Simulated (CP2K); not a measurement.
Consider aminoacetonitrile at its PBE geometry (Å).

```xyz
8

N     2.4380   -0.7003   -0.0578
C     1.3867   -0.2014   -0.0223
C     0.0724    0.4431    0.0750
N    -1.0005   -0.4401   -0.4085
H     0.0946    1.3440   -0.5570
H    -0.0375    0.7904    1.1211
H    -1.0567   -1.2778    0.1739
H    -1.8970    0.0420   -0.3244
```

Method: CP2K XAS_TDP, all-electron GAPW, PBEh(45%), aug-cc-pVDZ, TDA, no relativity.

Q: Predict the bright core excitations at the N K edge.

Leading lines: N1 395.53 eV and N4 398.82 eV. The leading line of an atom is its first one with 35 % of the strongest within 2.5 eV of its lowest line over the strength cut. 

The first six lines of each atom with a strength over 0.0015:

| atom | energy (eV) | states | strength, one atom |
| --- | --- | --- | --- |
| N1 (bonded to C) | 395.53 | 1 | 0.0546 |
|  | 395.90 | 1 | 0.0541 |
|  | 400.88 | 1 | 0.0025 |
|  | 401.20 | 1 | 0.0015 |
|  | 401.66 | 1 | 0.0067 |
|  | 401.98 | 1 | 0.0017 |
| N4 (bonded to C and 2 H) | 397.72 | 1 | 0.0062 |
|  | 398.82 | 1 | 0.0274 |
|  | 398.90 | 1 | 0.0283 |
|  | 399.62 | 1 | 0.0044 |
|  | 399.74 | 1 | 0.0020 |
|  | 400.28 | 1 | 0.0058 |

Lines are vertical, at one geometry, with no vibrational structure. Without a correction of the core level, line positions, and the gaps between valence and Rydberg lines, follow the share of exact exchange. At this level such K lines come out 3 to 6 eV under measured ones. These values hold no scalar relativity, about 0.2 eV for N 1s. Rydberg lines, and the discretised continuum above threshold, depend on the basis and the box.

[Banner, clock and machine lines of the logs are left out without a mark of their own.]

[Logs are printed without paths, hosts, clocks, repeated set-up lines and the standing remarks that a program may print on its own settings, such as how far it seeks lower states.]

[Hosts, paths, dates, database ids (printed as entryN), source tags and the programs' standing remarks are cut or masked in the printed files.]
